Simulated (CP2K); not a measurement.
Consider diazene at its PBE geometry (Å).

```xyz
4

N    -0.6264    0.4842   -0.0196
N     0.6228    0.4858    0.0400
H    -1.0244   -0.4869   -0.0600
H     1.0279   -0.4831    0.0396
```

Method: CP2K XAS_TDP, all-electron GAPW, PBEh(45%), aug-cc-pVTZ, TDA, GW2X-corrected core level, no relativity.

Q: Predict the bright core excitations at the N K edge.

Leading lines: N1 398.31 eV. The leading line of an atom is its first one with 35 % of the strongest within 2.5 eV of its lowest line over the strength cut. Core ionisation energies at this level: N1 406.55 eV.

The first six lines of each atom with a strength over 0.0015:

| atom | energy (eV) | states | strength, one atom | above the computed threshold |
| --- | --- | --- | --- | --- |
| N1 (bonded to N and H), 2 alike | 398.31 | 1 | 0.0630 |  |
|  | 403.19 | 1 | 0.0212 |  |
|  | 405.25 | 1 | 0.0027 |  |
|  | 405.87 | 1 | 0.0101 |  |
|  | 406.28 | 1 | 0.0048 |  |
|  | 407.01 | 1 | 0.0022 | yes |

Lines are vertical, at one geometry, with no vibrational structure. GW2X ionisation energies and lines can be off by 1 to 2 eV either way, and a good line position may hide errors that cancel. These values hold no scalar relativity, about 0.2 eV for N 1s. Rydberg lines, and the discretised continuum above threshold, depend on the basis and the box.

[Banner, clock and machine lines of the logs are left out without a mark of their own.]

[Logs are printed without paths, hosts, clocks, repeated set-up lines and the standing remarks that a program may print on its own settings, such as how far it seeks lower states.]

[Hosts, paths, dates, database ids (printed as entryN), source tags and the programs' standing remarks are cut or masked in the printed files.]
